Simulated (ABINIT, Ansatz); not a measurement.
An input for ABINIT 10.8.3 (CsTlF3 (Fm-3m)):

```
acell 3*1.0 Angstrom
rprim 
  -0.000000000000 4.779973250000 4.779973250000
  4.779973250000 -0.000000000000 4.779973250000
  4.779973250000 4.779973250000 0.000000000000
ntypat 3
znucl 55 81 9
natom 10
typat 1 1 2 2 3 3 3 3 3 3
xred 
  0.750000000000 0.750000000000 0.750000000000
  0.250000000000 0.250000000000 0.250000000000
  0.500000000000 0.500000000000 0.500000000000
  0.000000000000 0.000000000000 0.000000000000
  0.772340010000 0.227659990000 0.227659990000
  0.227659990000 0.227659990000 0.772340010000
  0.227659990000 0.772340010000 0.772340010000
  0.227659990000 0.772340010000 0.227659990000
  0.772340010000 0.227659990000 0.772340010000
  0.772340010000 0.772340010000 0.227659990000
pp_dirpath "pseudos"
pseudos "Cs.upf, Tl.upf, F.upf"
ecut 36
ngkpt 2 2 2
nshiftk 1
shiftk 0 0 0
kptopt 1
chksymbreak 0
istwfk *1
occopt 1
irdwfk 1
optdriver 4
nband 208
gwcalctyp 2
ecutsigx 36
symsigma 1
nkptgw 3
kptgw 
  0.5000000000 0.5000000000 0.0000000000
  0.5000000000 0.0000000000 0.0000000000
  0.0000000000 0.0000000000 0.0000000000
bdgw 
  50 53
  49 54
  50 55
ecuteps 5.2
irdscr 1
gwmem 01
indata_prefix "in"
outdata_prefix "out"
tmpdata_prefix "tmp"
```

```sh
OMP_NUM_THREADS=1 mpirun -n 4 abinit run.abi > log
```

Q: Estimate wall time and host memory on 4 MPI ranks of Intel Xeon Platinum 8488C (Sapphire Rapids), shared host.

It took 1.9 min; on shared hardware allow 58 s to 3.8 min. Peak host memory was 3.2 GiB.

[Paths, hosts, dates, memory and timing lines, banners, echoed tables and standing remarks are left out of the program output.]

[Logs are printed without paths, hosts, clocks, repeated set-up lines and the standing remarks that a program may print on its own settings, such as how far it seeks lower states.]

[Runs of the session that timed out or met a known fault of the program may be left out.]

[Hosts, paths, dates, database ids (printed as entryN), source tags and the programs' standing remarks are cut or masked in the printed files.]

[G0W0 gaps are taken among the corrected bands and points alone; a level outside them can change the order at an edge.]

[Where Ansatz stands beside ABINIT at settings called matched, ABINIT's density can come from a denser mesh and the files from another edition; pairs whose starting gaps differed by over 0.03 eV were left out, so agreement reads better than it is.]
